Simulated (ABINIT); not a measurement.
## Quasiparticle gap of InP (F-43m) in ABINIT

Wanted: ground state, empty states, screening and self-energy for InP (F-43m).

Method: PBE and many-body steps on it, plane waves, in ABINIT 10.8.3.

Most raw output is cut from this account.

The database entry behind the starting cell differs from later determinations by our own check (0.1 to 0.3 % short, probably kX units), so it need not match the best structure at ambient conditions.

### 1. Set-up

It takes space group F-43m (No. 216, cubic). The conventional cell has a = 5.861 Å, b = 5.861 Å, c = 5.861 Å, α = 90.00°, β = 90.00°, γ = 90.00°. Nearest to In lie 4 P at 2.54 Å. Nearest to P lie 4 In at 2.54 Å. Farther neighbours are not listed.

The cell and positions come from the Crystallography Open Database and are kept as given unless a step says otherwise.

### 2. Ground state

This step: ABINIT 10.8.3; DFT, PBE, plane waves, norm-conserving pseudopotentials.

The ground-state density comes first.

Contents of run.abi:

```
acell 3*1.0 Angstrom
rprim 
  0.000000000000 2.930500000000 2.930500000000
  2.930500000000 -0.000000000000 2.930500000000
  2.930500000000 2.930500000000 0.000000000000
ntypat 2
znucl 49 15
natom 2
typat 1 2
xred 
  0.000000000000 0.000000000000 0.000000000000
  0.250000000000 0.250000000000 0.250000000000
pp_dirpath "pseudos"
pseudos "In.upf, P.upf"
ecut 33
ngkpt 6 6 6
nshiftk 1
shiftk 0 0 0
kptopt 1
chksymbreak 0
nband 18
occopt 1
tolvrs 1e-10
nstep 60
prtwf 0
optforces 0
optstress 0
indata_prefix "in"
outdata_prefix "out"
tmpdata_prefix "tmp"
```

On the command line:

```console
$ OMP_NUM_THREADS=1 mpirun -n 8 abinit run.abi > log
```

It took 4.7 s on 8 MPI ranks of AMD EPYC 9R45, shared host; peak memory 0.68 GiB.

Numbers from this step:

- total energy: -5615.9347 eV
- gap: 0.7089 eV
- k of the valence top: 0, 0, 0
- k of the conduction bottom: 0, 0, 0
- least direct gap: 0.7089 eV

The gap is direct, at Γ.

### 3. Bands along the symmetry lines

The cheap functional maps the bands first; the places of the edges decide which points the dearer methods must see.

Contents of run.abi:

```
acell 3*1.0 Angstrom
rprim 
  0.000000000000 2.930500000000 2.930500000000
  2.930500000000 -0.000000000000 2.930500000000
  2.930500000000 2.930500000000 0.000000000000
ntypat 2
znucl 49 15
natom 2
typat 1 2
xred 
  0.000000000000 0.000000000000 0.000000000000
  0.250000000000 0.250000000000 0.250000000000
pp_dirpath "pseudos"
pseudos "In.upf, P.upf"
ecut 33
iscf -2
irdden 1
kptopt 0
nkpt 50
kpt 
  0.00000000 0.00000000 0.00000000
  -0.06250000 -0.06250000 0.00000000
  -0.12500000 -0.12500000 0.00000000
  -0.18750000 -0.18750000 0.00000000
  -0.25000000 -0.25000000 0.00000000
  -0.31250000 -0.31250000 0.00000000
  -0.37500000 -0.37500000 0.00000000
  -0.43750000 -0.43750000 0.00000000
  -0.50000000 -0.50000000 0.00000000
  -0.48437500 -0.48437500 0.03125000
  -0.46875000 -0.46875000 0.06250000
  -0.45312500 -0.45312500 0.09375000
  -0.43750000 -0.43750000 0.12500000
  -0.42187500 -0.42187500 0.15625000
  -0.40625000 -0.40625000 0.18750000
  -0.39062500 -0.39062500 0.21875000
  -0.37500000 -0.37500000 0.25000000
  -0.37500000 0.00000000 0.37500000
  -0.32812500 0.00000000 0.32812500
  -0.28125000 0.00000000 0.28125000
  -0.23437500 0.00000000 0.23437500
  -0.18750000 0.00000000 0.18750000
  -0.14062500 0.00000000 0.14062500
  -0.09375000 0.00000000 0.09375000
  -0.04687500 0.00000000 0.04687500
  0.00000000 0.00000000 0.00000000
  0.00000000 0.00000000 0.06250000
  0.00000000 0.00000000 0.12500000
  0.00000000 0.00000000 0.18750000
  0.00000000 0.00000000 0.25000000
  0.00000000 0.00000000 0.31250000
  0.00000000 0.00000000 0.37500000
  0.00000000 0.00000000 0.43750000
  -0.00000000 -0.00000000 0.50000000
  -0.06250000 -0.03125000 0.46875000
  -0.12500000 -0.06250000 0.43750000
  -0.18750000 -0.09375000 0.40625000
  -0.25000000 -0.12500000 0.37500000
  -0.31250000 -0.15625000 0.34375000
  -0.37500000 -0.18750000 0.31250000
  -0.43750000 -0.21875000 0.28125000
  -0.50000000 -0.25000000 0.25000000
  -0.50000000 -0.28125000 0.21875000
  -0.50000000 -0.31250000 0.18750000
  -0.50000000 -0.34375000 0.15625000
  -0.50000000 -0.37500000 0.12500000
  -0.50000000 -0.40625000 0.09375000
  -0.50000000 -0.43750000 0.06250000
  -0.50000000 -0.46875000 0.03125000
  -0.50000000 -0.50000000 0.00000000
istwfk *1
nband 20
nbdbuf 2
tolwfr 1e-08
nstep 40
prtwf 0
prtvol 0
indata_prefix "in"
outdata_prefix "out"
tmpdata_prefix "tmp"
```

It took 5.9 s on 8 MPI ranks; peak memory 0.6 GiB.

This step gave:

- gap: 0.7089 eV
- k of the valence top: 0, 0, 0
- k of the conduction bottom: 0, 0, 0
- least direct gap: 0.7089 eV

The gap is 0.709 eV, as in the run before at this level.

Electronic bands along the path, in eV, zero at the top of the highest filled band:

| point | band 10 | band 11 | band 12 | band 13 | band 14 | band 15 | band 16 | band 17 |
| --- | --- | --- | --- | --- | --- | --- | --- | --- |
| Γ | -11.52 | 0.00 | 0.00 | 0.00 | 0.71 | 4.09 | 4.09 | 4.09 |
| halfway | -10.62 | -3.34 | -1.41 | -1.41 | 2.49 | 3.13 | 6.38 | 6.38 |
| X | -9.14 | -5.75 | -2.32 | -2.32 | 1.76 | 2.27 | 9.23 | 9.58 |
| halfway | -9.13 | -5.71 | -2.75 | -2.22 | 2.04 | 2.88 | 8.40 | 8.71 |
| U | -9.15 | -5.61 | -3.30 | -1.94 | 2.36 | 4.39 | 7.51 | 7.55 |
| jump to K | -9.15 | -5.61 | -3.30 | -1.94 | 2.36 | 4.39 | 7.51 | 7.55 |
| halfway | -10.53 | -3.80 | -2.01 | -0.57 | 2.84 | 4.69 | 4.99 | 5.22 |
| Γ | -11.52 | 0.00 | 0.00 | 0.00 | 0.71 | 4.09 | 4.09 | 4.09 |
| halfway | -10.84 | -3.44 | -0.56 | -0.56 | 1.79 | 4.79 | 4.79 | 5.33 |
| L | -9.80 | -5.73 | -0.97 | -0.97 | 1.50 | 4.80 | 4.80 | 7.12 |
| halfway | -9.48 | -5.54 | -2.69 | -1.63 | 3.17 | 4.18 | 5.88 | 7.23 |
| W | -9.06 | -5.60 | -2.95 | -2.91 | 4.29 | 4.38 | 5.57 | 6.21 |
| halfway | -9.10 | -5.68 | -2.65 | -2.64 | 2.69 | 3.10 | 7.66 | 7.75 |
| X | -9.14 | -5.75 | -2.32 | -2.32 | 1.76 | 2.27 | 9.23 | 9.58 |

### 4. Empty states on the mesh, 4×4×4 mesh, 102 bands

The sums over transitions need many empty states on a uniform mesh; this step solves for them.

Contents of run.abi:

```
acell 3*1.0 Angstrom
rprim 
  0.000000000000 2.930500000000 2.930500000000
  2.930500000000 -0.000000000000 2.930500000000
  2.930500000000 2.930500000000 0.000000000000
ntypat 2
znucl 49 15
natom 2
typat 1 2
xred 
  0.000000000000 0.000000000000 0.000000000000
  0.250000000000 0.250000000000 0.250000000000
pp_dirpath "pseudos"
pseudos "In.upf, P.upf"
ecut 33
ngkpt 4 4 4
nshiftk 1
shiftk 0 0 0
kptopt 1
chksymbreak 0
irdden 1
istwfk *1
nband 102
prtvol 0
optdriver 6
gwr_task "HDIAGO"
paral_kgb 0
occopt 1
indata_prefix "in"
outdata_prefix "out"
tmpdata_prefix "tmp"
```

Wall time 12 s (8 MPI ranks); peak memory 4.6 GiB.

Numbers from this step:

```
gap                                                           : 0.7091 eV
k of the valence top                                          : 0, 0, 0
k of the conduction bottom                                    : 0, 0, 0
least direct gap                                              : 0.7091 eV
k points computed                                             : 8
lowest point of the top converged band, above the valence top : 69.6771 eV
```

On this mesh the gap is 0.709 eV.

### 5. Screening, 4×4×4 mesh, 94 bands, screening to 136.1 eV

The RPA dielectric matrix is built and inverted for each q.

This step: RPA screening on PBE, plane waves, norm-conserving pseudopotentials.

Changes to run.abi since step 4:

```diff
@@ -20,10 +20,11 @@
 chksymbreak 0
-irdden 1
 istwfk *1
-nband 102
-prtvol 0
-optdriver 6
-gwr_task "HDIAGO"
-paral_kgb 0
 occopt 1
+irdwfk 1
+optdriver 3
+nband 94
+ecuteps 5
+inclvkb 2
+awtr 1
+symchi 1
 indata_prefix "in"
```

It took 7.3 s on 8 MPI ranks; peak memory 1.2 GiB; 57 s of CPU time.

This step gave:

- ε∞ with local fields, on this mesh, along the program's q direction: 44.44
- the same without local fields: 46.93
- plasma frequency: 26.69 eV
- plane waves in the screening matrix: 169

Local fields lower ε∞ by 5 %. On a Γ-centred mesh this coarse the value itself is usually too large, while a short band sum pulls it down.

### 6. Self-energy, 4×4×4 mesh, 94 bands, screening to 136.1 eV

The self-energy is evaluated for the states that the input lists, and the levels follow from it, in one-shot runs by the linearised quasiparticle equation.

This step: G0W0 on PBE, plane waves, norm-conserving pseudopotentials.

Changes to run.abi since step 5:

```diff
@@ -23,8 +23,15 @@
 irdwfk 1
-optdriver 3
+optdriver 4
 nband 94
+gwcalctyp 0
+ecutsigx 33
+symsigma 1
+nkptgw 1
+kptgw 
+  0.0000000000 0.0000000000 0.0000000000
+bdgw 
+  11 17
 ecuteps 5
-inclvkb 2
-awtr 1
-symchi 1
+irdscr 1
+ppmodel 1
 indata_prefix "in"
```

It took 2.9 s on 8 MPI ranks; peak memory 0.17 GiB.

This step gave:

```yaml
g0w0_gap_on_the_points_computed: 1.368 eV
starting_gap_on_the_mesh: 0.7091 eV
k_of_the_valence_top: 0, 0, 0
k_of_the_conduction_bottom: 0, 0, 0
z_at_the_valence_top: 0.776
z_at_the_conduction_bottom: 0.791
least_direct_g0w0_gap_on_the_computed_points: 1.368 eV
```

The gap on the mesh goes from 0.71 eV to 1.37 eV, a correction of +0.66 eV.

Limits: finite bands, cutoff and mesh; no spin-orbit coupling; coarse k mesh. v1 is the top filled band, c1 the lowest empty one. Levels before and after the correction, in eV, zero at the valence-band top of each column:

|  | conduction bottom | valence top |
| --- | --- | --- |
| Kohn-Sham | 0.71 | 0.00 |
| G0W0 | 1.37 | 0.00 |

|  | level | energy (eV) |
| --- | --- | --- |
| Kohn-Sham | Γ v3-v1 | 0.000 |
| Kohn-Sham | Γ c1 | 0.709 |
| Kohn-Sham | Γ c2-c4 | 4.087 |
| G0W0 | Γ v3-v1 | 0.000 |
| G0W0 | Γ c1 | 1.368 |
| G0W0 | Γ c2-c4 | 4.803 |

### 7. Where the time went

Times are wall times on 8 MPI ranks of AMD EPYC 9R45, shared host, good to a factor of about two.

| step | time | share | memory (GiB) |
| --- | --- | --- | --- |
| ground state | 4.7 s | 14 % | 0.68 |
| bands along the symmetry lines | 5.9 s | 18 % | 0.6 |
| empty states on the mesh | 12 s | 36 % | 4.6 |
| screening | 7.3 s | 22 % | 1.2 |
| self-energy | 2.9 s | 9 % | 0.17 |

### 8. Results

| Quantity | Value |
| --- | --- |
| PBE gap | 0.71 eV, direct |
| G0W0 gap on the mesh | 1.37 eV |
| GW settings | 4×4×4 mesh, 94 bands, screening to 136.1 eV, Godby-Needs plasmon pole |
| known limits | not at the basis limit; mesh may overstate the screening; no spin-orbit coupling; coarse k mesh |

In words: G0W0 moves the gap on the mesh from 0.71 eV to 1.37 eV (+0.66 eV), with Z of 0.78 and 0.79 at the edges. Local fields lower the RPA ε∞ on this mesh from 46.93 to 44.44; a Γ-centred mesh this coarse tends to raise both, most where the direct gap is narrow, while a short band sum lowers them. Only 1 of the mesh's irreducible points was corrected, so a valley elsewhere could overtake. The dearest step here is «empty states on the mesh». Bands and cutoff are finite, so the gap is not at the basis limit. The miss can reach some tenths of an eV and take either sign; the mesh is an error of its own. In the G0W0 run levels were corrected at 1 k point alone, so a gap called «on the mesh» is the least over those, and an edge elsewhere would be missed. The 4×4×4 mesh is coarse for this cell, which bears on the long-range parts of exchange and screening. The RPA ε∞ on this mesh reaches over 25; with a narrow direct gap a coarse mesh can overstate it, and the correction is then too small. The many-body steps are scalar-relativistic: spin-orbit coupling is not in them.

[Paths, hosts, dates, memory and timing lines, banners, echoed tables and standing remarks are left out of the program output.]

[Logs are printed without paths, hosts, clocks, repeated set-up lines and the standing remarks that a program may print on its own settings, such as how far it seeks lower states.]

[Runs of the session that timed out or met a known fault of the program may be left out.]

[Hosts, paths, dates, database ids (printed as entryN), source tags and the programs' standing remarks are cut or masked in the printed files.]

[G0W0 gaps are taken among the corrected bands and points alone; a level outside them can change the order at an edge.]

[Where Ansatz stands beside ABINIT at settings called matched, ABINIT's density can come from a denser mesh and the files from another edition; pairs whose starting gaps differed by over 0.03 eV were left out, so agreement reads better than it is.]
